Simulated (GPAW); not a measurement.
# Mg3CuN (model structure): optical spectrum from first principles

Aim: the dielectric function of Mg3CuN (model structure), and the optical constants that follow from it. The structure is a model built here, which may or may not match a known phase. It was built so: All Ag replaced by Cu and Mn replaced by Mg in the Pm-3m structure of Mn3AgN. The cell given below was relaxed beforehand with Ansatz.

Calculated with GPAW 26.7.0; DFT, LDA, plane-wave PAW (GPAW data sets), scalar-relativistic, RPA, optical limit.

## (1) Set-up

The structure is cubic, space group Pm-3m (No. 221). The conventional cell has a = 4.147 Å, b = 4.147 Å, c = 4.147 Å, α = 90.00°, β = 90.00°, γ = 90.00°. Nearest to Cu lie 12 Mg at 2.93 Å. Nearest to Mg lie 2 N at 2.07 Å. Nearest to N lie 6 Mg at 2.07 Å. All Ag replaced by Cu and Mn replaced by Mg in the Pm-3m structure of Mn3AgN. Farther neighbours and most contacts between anions are not listed.

## (2) Ground state

The self-consistent density comes first; it also tells whether there is a gap, which decides the occupations and the need for a Drude term.

This step: DFT, LDA, plane-wave PAW (GPAW data sets), scalar-relativistic, ground state (GPAW 26.7.0).

gs.py reads:

```python
from ase import Atoms
from ase.dft.bandgap import bandgap
from gpaw import GPAW, PW, FermiDirac

atoms = Atoms(['Cu', 'Mg', 'Mg', 'Mg', 'N'],
              cell=[[4.14686169, 0.00000000, 0.00000000],
                    [0.00000000, 4.14686169, 0.00000000],
                    [0.00000000, 0.00000000, 4.14686169]],
              scaled_positions=[[0.00000000, 1.00000000, 0.00000000],
                                [0.50000000, 0.50000000, 0.00000000],
                                [0.50000000, 0.00000000, 0.50000000],
                                [1.00000000, 0.50000000, 0.50000000],
                                [0.50000000, 0.50000000, 0.50000000]],
              pbc=[True, True, True])
atoms.calc = GPAW(mode=PW(400), xc='LDA', kpts={'size': (6, 6, 6), 'gamma': True},
                  occupations=FermiDirac(0.05), maxiter=150, txt='gs.txt')
print('energy (eV)', atoms.get_potential_energy())
print('Fermi level (eV)', atoms.calc.get_fermi_level())
print('valence electrons', atoms.calc.get_number_of_electrons())
print('gap (eV)', bandgap(atoms.calc, output=None)[0])
print('direct gap (eV)', bandgap(atoms.calc, direct=True, output=None)[0])
atoms.calc.write('gs.gpw')
```

Launch:

```console
OMP_NUM_THREADS=1 python gs.py
```

Numbers of over 12 decimals in the logs are rounded to 6 here.

Log:

```text
__  _  _
 | _ |_)|_||  |
 |__||  | ||/\| - 26.7.0

Versions:
  Python: 3.12.14
  ASE:    3.29.0
  Numpy:  2.5.5
  Scipy:  1.18.1
  Libxc:  7.0.0

Input parameters:
  mode=PW(ecut=400.0),
  kpts=MonkhorstPack(size=(6, 6, 6), gamma=True),
  maxiter=150,
  occupations=Occupations(name='fermi-dirac', width=0.05, fixmagmom=False),
  xc=XC(name='LDA')

Diagonalizing LCAO Hamiltonian
Converting LCAO to pw mode
    .---------.
   /|         |
  / |         |
 *  |         |
 |Mg|  N      |
 |  .---------.
 | /  Mg     /
 |/    Mg   /
 Cu--------*

Atoms  # Å, Bohr magnetons
|   | symbol |        x |        y |        z |    initial magnetic moments |
| 0 |     Cu | 0.000000 | 4.146862 | 0.000000 | ( 0.0000,  0.0000,  0.0000) |
| 1 |     Mg | 2.073431 | 2.073431 | 0.000000 | ( 0.0000,  0.0000,  0.0000) |
| 2 |     Mg | 2.073431 | 0.000000 | 2.073431 | ( 0.0000,  0.0000,  0.0000) |
| 3 |     Mg | 4.146862 | 2.073431 | 2.073431 | ( 0.0000,  0.0000,  0.0000) |
| 4 |      N | 2.073431 | 2.073431 | 2.073431 | ( 0.0000,  0.0000,  0.0000) |

Unit cell  # Å
| periodic |        x |        y |        z |  lengths |    angles |
|      yes | 4.146862 | 0.000000 | 0.000000 | 4.146862 | 90.000000 |
|      yes | 0.000000 | 4.146862 | 0.000000 | 4.146862 | 90.000000 |
|      yes | 0.000000 | 0.000000 | 4.146862 | 4.146862 | 90.000000 |

Number of symmetries: 48
Symmetry operations  # r_c * U_cc + t_c -> r_c
|    | kind |            matrix            |
|  0 |  E   |  1, 0, 0,  0, 1, 0,  0, 0, 1 |
|  1 |  σ   |  1, 0, 0,  0, 1, 0,  0, 0,-1 |
|  2 |  σ   |  1, 0, 0,  0, 0, 1,  0, 1, 0 |
|  3 |  C4  |  1, 0, 0,  0, 0, 1,  0,-1, 0 |
|  4 |  C4  |  1, 0, 0,  0, 0,-1,  0, 1, 0 |
|  5 |  σ   |  1, 0, 0,  0, 0,-1,  0,-1, 0 |
|  6 |  σ   |  1, 0, 0,  0,-1, 0,  0, 0, 1 |
|  7 |  C2  |  1, 0, 0,  0,-1, 0,  0, 0,-1 |
|  8 |  σ   |  0, 1, 0,  1, 0, 0,  0, 0, 1 |
|  9 |  C2  |  0, 1, 0,  1, 0, 0,  0, 0,-1 |
| 10 |  C3  |  0, 1, 0,  0, 0, 1,  1, 0, 0 |
| 11 |  S6  |  0, 1, 0,  0, 0, 1, -1, 0, 0 |
| 12 |  S6  |  0, 1, 0,  0, 0,-1,  1, 0, 0 |
| 13 |  C3  |  0, 1, 0,  0, 0,-1, -1, 0, 0 |
| 14 |  C4  |  0, 1, 0, -1, 0, 0,  0, 0, 1 |
| 15 |  S4  |  0, 1, 0, -1, 0, 0,  0, 0,-1 |
| 16 |  C3  |  0, 0, 1,  1, 0, 0,  0, 1, 0 |
| 17 |  S6  |  0, 0, 1,  1, 0, 0,  0,-1, 0 |
| 18 |  σ   |  0, 0, 1,  0, 1, 0,  1, 0, 0 |
| 19 |  C4  |  0, 0, 1,  0, 1, 0, -1, 0, 0 |
| 20 |  C2  |  0, 0, 1,  0,-1, 0,  1, 0, 0 |
| 21 |  S4  |  0, 0, 1,  0,-1, 0, -1, 0, 0 |
| 22 |  S6  |  0, 0, 1, -1, 0, 0,  0, 1, 0 |
| 23 |  C3  |  0, 0, 1, -1, 0, 0,  0,-1, 0 |
| 24 |  S6  |  0, 0,-1,  1, 0, 0,  0, 1, 0 |
| 25 |  C3  |  0, 0,-1,  1, 0, 0,  0,-1, 0 |
| 26 |  C4  |  0, 0,-1,  0, 1, 0,  1, 0, 0 |
| 27 |  σ   |  0, 0,-1,  0, 1, 0, -1, 0, 0 |
| 28 |  S4  |  0, 0,-1,  0,-1, 0,  1, 0, 0 |
| 29 |  C2  |  0, 0,-1,  0,-1, 0, -1, 0, 0 |
| 30 |  C3  |  0, 0,-1, -1, 0, 0,  0, 1, 0 |
| 31 |  S6  |  0, 0,-1, -1, 0, 0,  0,-1, 0 |
| 32 |  C4  |  0,-1, 0,  1, 0, 0,  0, 0, 1 |
| 33 |  S4  |  0,-1, 0,  1, 0, 0,  0, 0,-1 |
| 34 |  S6  |  0,-1, 0,  0, 0, 1,  1, 0, 0 |
| 35 |  C3  |  0,-1, 0,  0, 0, 1, -1, 0, 0 |
| 36 |  C3  |  0,-1, 0,  0, 0,-1,  1, 0, 0 |
| 37 |  S6  |  0,-1, 0,  0, 0,-1, -1, 0, 0 |
| 38 |  σ   |  0,-1, 0, -1, 0, 0,  0, 0, 1 |
| 39 |  C2  |  0,-1, 0, -1, 0, 0,  0, 0,-1 |
| 40 |  σ   | -1, 0, 0,  0, 1, 0,  0, 0, 1 |
| 41 |  C2  | -1, 0, 0,  0, 1, 0,  0, 0,-1 |
| 42 |  C2  | -1, 0, 0,  0, 0, 1,  0, 1, 0 |
| 43 |  S4  | -1, 0, 0,  0, 0, 1,  0,-1, 0 |
| 44 |  S4  | -1, 0, 0,  0, 0,-1,  0, 1, 0 |
| 45 |  C2  | -1, 0, 0,  0, 0,-1,  0,-1, 0 |
| 46 |  C2  | -1, 0, 0,  0,-1, 0,  0, 0, 1 |
| 47 |  i   | -1, 0, 0,  0,-1, 0,  0, 0,-1 |

BZ-sampling:
  Number of BZ points: 216
  Number of IBZ points: 20

  Monkhorst-Pack size: [6, 6, 6]
  Monkhorst-Pack shift: [0.083333, 0.083333, 0.083333]

K-points  # in reciprocal-cell coordinates
|     |                                coordinates |     weight |
|   0 | (  0.00000000,   0.00000000,   0.00000000) | 0.00462963 |
|   1 | (  0.16666667,   0.00000000,   0.00000000) | 0.02777778 |
|   2 | (  0.16666667,   0.16666667,   0.00000000) | 0.05555556 |
|   3 | (  0.16666667,   0.16666667,   0.16666667) | 0.03703704 |
|   4 | (  0.33333333,   0.00000000,   0.00000000) | 0.02777778 |
|   5 | (  0.33333333,   0.16666667,   0.00000000) | 0.11111111 |
|   6 | (  0.33333333,   0.16666667,   0.16666667) | 0.11111111 |
|   7 | (  0.33333333,   0.33333333,   0.00000000) | 0.05555556 |
|   8 | (  0.33333333,   0.33333333,   0.16666667) | 0.11111111 |
|   9 | (  0.33333333,   0.33333333,   0.33333333) | 0.03703704 |
| ... |                                            |            |
|  19 | (  0.50000000,   0.50000000,   0.50000000) | 0.00462963 |

Plane wave coefficients: 1328
Cutoff: 400.0 eV

Spin-components: 1 (collinear spins)
Bands:           32
Projectors:      26
Spin-degeneracy: 2
Datatype:        complex128

Parallelization:
  kpt:    1
  domain: 1
  band:   1

Density:
  Valence electrons: 46.0
  Components: 1
  Grid points: [20 20 20]
  Charge: 0.0  # |e|

Potential:
  Grid points: [20 20 20]

species:
  Cu:
    name:    Copper
    id:
    Z:       29.0
    valence: 11
    core:    18
    charge:  0.0  # [|e|]
    compensation charges:
      type: gauss
      rc: 0.33  # [Å]
      lmax: 2
    cutoffs:
      filter: 2.06  # [Å]
      core: 2.43  # [Å]
    projectors
    | kind |    occ | energy [eV] | rcut [Å] |
    |   4s |  1.000 |      -4.857 |    1.164 |
    |   4p |  0.000 |      -0.783 |    1.164 |
    |   3d | 10.000 |      -5.324 |    1.058 |
    |    s |        |      22.354 |    1.164 |
    |    p |        |      26.429 |    1.164 |
    |    d |        |      21.887 |    1.058 |

    Using partial waves for Cu as LCAO basis

  Mg:
    name:    Magnesium
    id:
    Z:       12.0
    valence: 10
    core:    2
    charge:  0.0  # [|e|]
    compensation charges:
      type: gauss
      rc: 0.33  # [Å]
      lmax: 2
    cutoffs:
      filter: 1.86  # [Å]
      core: 0.54  # [Å]
    projectors
    | kind |    occ | energy [eV] | rcut [Å] |
    |   2s |  2.000 |     -79.291 |    1.090 |
    |   3s |  2.000 |      -4.782 |    1.090 |
    |   2p |  6.000 |     -46.725 |    1.085 |
    |   3p |  0.000 |      -1.374 |    1.085 |
    |    d |        |       0.000 |    1.037 |

    Using partial waves for Mg as LCAO basis

  N:
    name:    Nitrogen
    id:
    Z:       7.0
    valence: 5
    core:    2
    charge:  0.0  # [|e|]
    compensation charges:
      type: gauss
      rc: 0.18  # [Å]
      lmax: 2
    cutoffs:
      filter: 1.11  # [Å]
      core: 0.96  # [Å]
    projectors
    | kind |    occ | energy [eV] | rcut [Å] |
    |   2s |  2.000 |     -18.420 |    0.603 |
    |   2p |  3.000 |      -7.237 |    0.529 |
    |    s |        |       8.791 |    0.603 |
    |    p |        |      19.974 |    0.529 |
    |    d |        |       0.000 |    0.577 |

    Using partial waves for N as LCAO basis

Reference energy: -62703.661541  # eV

eigensolver:
  PPCG
  Converge bands: occupied
  niter=2

density mixing:
  MSR1-Mixer
  Pratt-step length: 0.05
  Maximum mixing coefficient: 0.75
  Old densities: 10
  SVD Regularization: 0.005
  Good broyden scale: 1.0
  Trust region scale: 1.0
  Backstep threshold: 4.0
  History deletion threshold: 6.0
  Fourier metric: weight=20.0, sigma=0.015

occupation numbers:
  Fermi-Dirac:
    width: 0.0500  # eV

poisson solver:
  ecut: 3200.0  # eV

xc functional:
  name: None

convergence criteria:
- Maximum [total energy] change in last 3 cyles: 0.0005 eV / valence electron
- Maximum integral of absolute [dens]ity change: 0.0001 electrons / valence electron
- Maximum integral of absolute [eigenst]ate change: 4e-08 eV^2 / valence electron
maximum number of iterations: 150

SCF iterations
|iter     |      energy | eigst |  dens |
|iter:   1||  -23.405568 | +0.19 |       |
|iter:   2||  -20.906802 | -1.23 | -1.01 |
|iter:   3||  -19.598690 | -1.70 | -1.18 |
|iter:   4||  -19.021584 | -1.62 | -1.35 |
|iter:   5||  -18.975270 | -3.20 | -1.66 |
|iter:   6||  -18.922800 | -3.13 | -1.74 |
|iter:   7||  -18.915758 | -3.54 | -2.08 |
|iter:   8||  -18.915027c| -4.77 | -2.77 |
|iter:   9||  -18.914766c| -4.97 | -3.07 |
|iter:  10||  -18.914736c| -6.20 | -3.59 |
|iter:  11||  -18.914723c| -6.54 | -3.87 |
|iter:  12||  -18.914719c| -6.76 | -4.25c|
|iter:  13||  -18.914719c| -7.50c| -5.02c|

Converged in 13 steps
SCF loop duration: 13.262 s (1.020 s/step)
Energy contributions relative to reference atoms: (reference = -62703.661541)

Energy contributions:
  Kinetic:          -8.876480
  Coulomb:          13.917820
  Zero:             -0.147012
  External:          0.000000
  Xc:              -23.804528
  Entropy:          -0.009039
  Spinorbit:         0.000000
  ----------------------------
  Free energy:     -18.919239
  Extrapolated:    -18.914719

dipole moment: (-15.119907, -15.119907, -15.119907)  # |e|*Ang

Fermi level: 5.428
Eigenvalues  # (at kpt = [0.000, 0.000, 0.000])
| band index |      eig [eV] | occ [0-2] |
|          0 |       -69.186 |     2.000 |
|        ... |               |           |
|         14 |         1.647 |     2.000 |
|         15 |         1.647 |     2.000 |
|         16 |         1.647 |     2.000 |
|         17 |         2.363 |     2.000 |
|         18 |         2.363 |     2.000 |
|         19 |         2.692 |     2.000 |
|         20 |         2.692 |     2.000 |
|         21 |         2.692 |     2.000 |
|         22 |         8.257 |     0.000 |
|         23 |         8.257 |     0.000 |
|         24 |         8.614 |     0.000 |
|         25 |         8.614 |     0.000 |
|         26 |         8.614 |     0.000 |
|         27 |        13.076 |     0.000 |
|         28 |        13.314 |     0.000 |
|         29 |        13.314 |     0.000 |
|        ... |               |           |
|         31 |        14.537 |     0.000 |

No gap
No difference between direct/indirect transitions

--- standard output ---
energy (eV) -18.914719
Fermi level (eV) 5.427767
valence electrons 46.0
gap (eV) 0.0
direct gap (eV) 0.0
```

Elapsed: 16 s, on 1 thread of Arm Neoverse V2, shared host; peak memory 0.16 GiB.

Read-outs, printed or worked out from the files:

| Property | Result |
| --- | --- |
| energy | -18.91 eV |
| Fermi energy | 5.428 eV |
| electrons | 46 |

There are states at the Fermi level within the smearing, so the occupations stay smeared and the carriers get a Drude term.

## (3) Bands for the response

The response needs many more empty bands than the density does.

This step: DFT, LDA, plane-wave PAW (GPAW data sets), scalar-relativistic, bands at fixed density (GPAW 26.7.0).

nscf.py reads:

```python
from ase.dft.bandgap import bandgap
from gpaw import GPAW, FermiDirac

calc = GPAW('gs.gpw').fixed_density(kpts={'size': (8, 8, 8), 'gamma': True}, nbands=58, convergence={'bands': 52},
                                    occupations=FermiDirac(0.05), txt='nscf.txt')
print('gap (eV)', bandgap(calc, output=None)[0])
print('direct gap (eV)', bandgap(calc, direct=True, output=None)[0])
calc.write('full.gpw', mode='all')
```

Launch:

```console
OMP_NUM_THREADS=1 python nscf.py
```

Log:

```text
Diagonalizing LCAO Hamiltonian
Converting LCAO to pw mode
convergence criteria:
- Maximum integral of absolute [eigenst]ate change: 4e-08 eV^2 / valence electron
maximum number of iterations: 150

SCF iterations
|iter     |      energy | eigst |  dens |
|iter:   1||             | +2.92 |       |
|iter:   2||             | +1.81 |       |
|iter:   3||             | +0.72 |       |
|iter:   4||             | -0.41 |       |
|iter:   5||             | -1.30 |       |
|iter:   6||             | -2.28 |       |
|iter:   7||             | -3.12 |       |
|iter:   8||             | -4.06 |       |
|iter:   9||             | -4.92 |       |
|iter:  10||             | -5.81 |       |
|iter:  11||             | -6.63 |       |
|iter:  12||             | -7.32 |       |
|iter:  13||             | -7.82c|       |
SCF steps: 13
  __  _  _
 | _ |_)|_||  |
 |__||  | ||/\| - 26.7.0

Versions:
  Python: 3.12.14
  ASE:    3.29.0
  Numpy:  2.5.5
  Scipy:  1.18.1
  Libxc:  7.0.0

Input parameters:
  mode=PW(ecut=400.0),
  convergence={'bands': 52},
  gpts=array([20, 20, 20]),
  kpts=MonkhorstPack(size=(8, 8, 8), gamma=True),
  maxiter=150,
  nbands=58,
  occupations=Occupations(name='fermi-dirac', width=0.05, fixmagmom=False),
  parallel={},
  xc=XC(name='LDA')

--- standard output ---
gap (eV) 0.0
direct gap (eV) 0.0
```

Elapsed: 40 s, on 1 thread; peak memory 0.21 GiB.

(Part 1 of 2 ends here.)

[Machine, clock and banner lines and Python warnings are left out of the logs.]

[Logs are printed without paths, hosts, clocks, repeated set-up lines and the standing remarks that a program may print on its own settings, such as how far it seeks lower states.]

[Hosts, paths, dates, database ids (printed as entryN), source tags and the programs' standing remarks are cut or masked in the printed files.]
